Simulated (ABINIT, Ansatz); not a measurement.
# CsSrF3 (Pm-3m): G0W0 on several meshes in ABINIT, part 2 of 2

Wanted: mesh dependence and cost of G0W0 for CsSrF3 (Pm-3m).

ABINIT 10.8.3; LDA and many-body steps on it, plane waves. Known limits of the many-body steps: not at the basis limit; no spin-orbit coupling; coarse k mesh.

So far. Step 4 (2×2×2): The gap on the mesh goes from 6.08 eV to 9.56 eV, a correction of +3.48 eV. Step 5 (Empty states on the mesh, 4×4×4 mesh, 99 bands): On this mesh the gap is 6.076 eV.

## 7. 4×4×4

This step: G0W0 on LDA, plane waves, norm-conserving pseudopotentials.

run.abi

```
acell 3*1.0 Angstrom
rprim 
  4.763247010000 0.000000000000 0.000000000000
  0.000000000000 4.763247010000 0.000000000000
  0.000000000000 0.000000000000 4.763247010000
ntypat 3
znucl 55 38 9
natom 5
typat 1 2 3 3 3
xred 
  0.000000000000 0.000000000000 0.000000000000
  0.500000000000 0.500000000000 0.500000000000
  0.000000000000 0.500000000000 0.500000000000
  0.500000000000 0.000000000000 0.500000000000
  0.500000000000 0.500000000000 0.000000000000
pp_dirpath "pseudos"
pseudos "Cs.upf, Sr.upf, F.upf"
ecut 36
ngkpt 4 4 4
nshiftk 1
shiftk 0 0 0
kptopt 1
chksymbreak 0
istwfk *1
occopt 1
irdwfk 1
optdriver 4
nband 91
gwcalctyp 0
ecutsigx 36
symsigma 1
nkptgw 1
kptgw 
  0.0000000000 0.0000000000 0.0000000000
bdgw 
  18 23
ecuteps 4.2
irdscr 1
ppmodel 1
indata_prefix "in"
outdata_prefix "out"
tmpdata_prefix "tmp"
```

Command:

```sh
OMP_NUM_THREADS=1 mpirun -n 4 abinit run.abi > log
```

Numbers of over 12 decimals in the logs are rounded to 6 here.

Output:

```text
.Version 10.8.3 of ABINIT. v10.8.2 released Aug 2026.

 Symmetries : space group Pm -3 m (#221); Bravais cP (primitive cubic)
[... echo of the input left out ...]
== DATASET  1 ==================================================================
-   mpi_nproc: 4, omp_nthreads: 1 (-1 if OMP is not activated)

--- !DatasetInfo
iteration_state: {dtset: 1, }
dimensions: {natom: 5, nkpt: 10, mband: 91, nsppol: 1, nspinor: 1, nspden: 1, mpw: 7568, }
cutoff_energies: {ecut:  36.0, pawecutdg:  -1.0, }
electrons: {nelect:   4.00000000E+01, charge:   0.00000000E+00, occopt:   1.00000000E+00, tsmear:   1.00000000E-02, }

 SIGMA: Calculation of the GW corrections

 Based on a program developped by R.W. Godby, V. Olevano, G. Onida, and L. Reining.
 Incorporated in ABINIT by V. Olevano, G.-M. Rignanese, and M. Torrent.
.Using double precision arithmetic ; gwpc =  8

[... cell and pseudopotentials left out ...]
--------------------------------------------------------------------------------

 ==== K-mesh for the wavefunctions ====
 Number of points in the irreducible wedge :    10
[... list of points left out ...]
 Together with 48 symmetry operations and time-reversal symmetry
 yields    64 points in the full Brillouin Zone.

 ==== Q-mesh for screening function ====
 Number of points in the irreducible wedge :    10
[... list of points left out ...]
 Together with 48 symmetry operations and time-reversal symmetry
 yields    64 points in the full Brillouin Zone.

 vcoul_init : cutoff-mode = AUXILIARY_FUNCTION
 q-points for optical limit:   1
     1)      0.000010    0.000020    0.000030
 setmesh: FFT mesh size selected  =    50x   50x   50
          total number of points  =       125000

 Number of electrons calculated from density =   40.0000; Expected =   40.0000
[...]
number of k-points in BZ                           64
 number of q-points in BZ                           64
 number of frequencies for dSigma/dE                 9
 frequency step for dSigma/dE [eV]                0.25
 number of omega for Sigma on real axis              0
 max omega for Sigma on real axis  [eV]           0.00
 zcut for avoiding poles [eV]                     0.10

 EPSILON^-1 parameters (SCR file):
 dimension of the eps^-1 matrix on file            305
 dimension of the eps^-1 matrix used               305
 number of plane-waves for wavefunctions          7497
 number of bands                                    91
 number of q-points in IBZ                          10
 number of frequencies                               2
 number of real frequencies                          1
 number of imag frequencies                          1

 matrix elements of self-energy operator (all in [eV])

 Perturbative Calculation

--- !SelfEnergy_ee
iteration_state: {dtset: 1, }
kpoint     : [   0.000,    0.000,    0.000, ]
spin       : 1
KS_gap     :    6.076
QP_gap     :    9.627
Delta_QP_KS:    3.551
data: !SigmaeeData |
     Band     E0 <VxcDFT>   SigX SigC(E0)      Z dSigC/dE  Sig(E)    E-E0       E
       18  -0.049 -22.161 -29.872   5.336   0.793  -0.260 -24.046  -1.885  -1.934
       19  -0.049 -22.161 -29.872   5.336   0.793  -0.260 -24.046  -1.885  -1.934
       20  -0.049 -22.161 -29.872   5.336   0.793  -0.260 -24.046  -1.885  -1.934
       21   6.027  -8.535  -3.944  -2.714   0.887  -0.127  -6.869   1.666   7.693
       22   7.583  -8.106  -3.528  -2.644   0.887  -0.128  -6.391   1.715   9.298
       23   7.583  -8.106  -3.528  -2.644   0.887  -0.128  -6.391   1.715   9.298

== END DATASET(S) ==============================================================
================================================================================

 -outvars: echo values of variables after computation  --------
           etotal      0.0000000000E+00
            nband          91
             nkpt          10
          spgroup         221
 [... the other variables as echoed above ...]

 Calculation completed.
```

Wall time 23 s (4 MPI ranks of Intel Xeon Platinum 8259CL at 2.50GHz (Skylake/Cascade Lake), shared host); peak memory 1.5 GiB.

Numbers from this step:

```
G0W0 gap on the points computed              : 9.627 eV
starting gap on the mesh                     : 6.076 eV
k of the valence top                         : 0, 0, 0
k of the conduction bottom                   : 0, 0, 0
Z at the valence top                         : 0.793
Z at the conduction bottom                   : 0.887
least direct G0W0 gap on the computed points : 9.627 eV
```

Against G0W0 in ABINIT (2×2×2 mesh, 91 bands, screening to 114.3 eV, Godby-Needs plasmon pole), the gap moves by +0.067 eV.

## 8. The runs together

Times are wall times on 4 MPI ranks of Intel Xeon Platinum 8259CL at 2.50GHz (Skylake/Cascade Lake), shared host. The host was busy with other work, so they are no guide to cost. A run's time includes the screening step that it read.

| run | mesh | bands | screening cutoff (eV) | DFT gap (eV) | gap on the mesh (eV) | direct (eV) | ε∞ used | time |
| --- | --- | --- | --- | --- | --- | --- | --- | --- |
| 2×2×2 | 2×2×2 | 91 | 114.3 | 6.076 | 9.560 | 9.560 | 2.27 | 49 s |
| 4×4×4 | 4×4×4 | 91 | 114.3 | 6.076 | 9.627 | 9.627 | 2.19 | 4.3 min |

## 9. Outcome

```json
{"2×2×2": "9.560 eV", "4×4×4": "9.627 eV", "known limits": "not at the basis limit; no spin-orbit coupling; coarse k mesh"}
```

**Reading.** 4×4×4: +0.067 eV against 2×2×2. Bands and cutoff are finite, so the gap is not at the basis limit. The miss can reach some tenths of an eV and take either sign; the mesh is an error of its own. In the first G0W0 run levels were corrected at 1 k point alone, so a gap called «on the mesh» is the least over those, and an edge elsewhere would be missed. The 2×2×2 mesh is coarse for this cell, which bears on the long-range parts of exchange and screening. This is the ideal cubic cell; many perovskites, halides above all, are cubic only on average, and local tilts or off-centring can widen the gap. The many-body steps are scalar-relativistic: spin-orbit coupling is not in them.

[Paths, hosts, dates, memory and timing lines, banners, echoed tables and standing remarks are left out of the program output.]

[Logs are printed without paths, hosts, clocks, repeated set-up lines and the standing remarks that a program may print on its own settings, such as how far it seeks lower states.]

[Runs of the session that timed out or met a known fault of the program may be left out.]

[No measured gap is set beside runs whose start may be inverted or whose files or cutoffs have a known fault.]

[Hosts, paths, dates, database ids (printed as entryN), source tags and the programs' standing remarks are cut or masked in the printed files.]

[G0W0 gaps are taken among the corrected bands and points alone; a level outside them can change the order at an edge.]

[Where Ansatz stands beside ABINIT at settings called matched, ABINIT's density can come from a denser mesh and the files from another edition; pairs whose starting gaps differed by over 0.03 eV were left out, so agreement reads better than it is.]
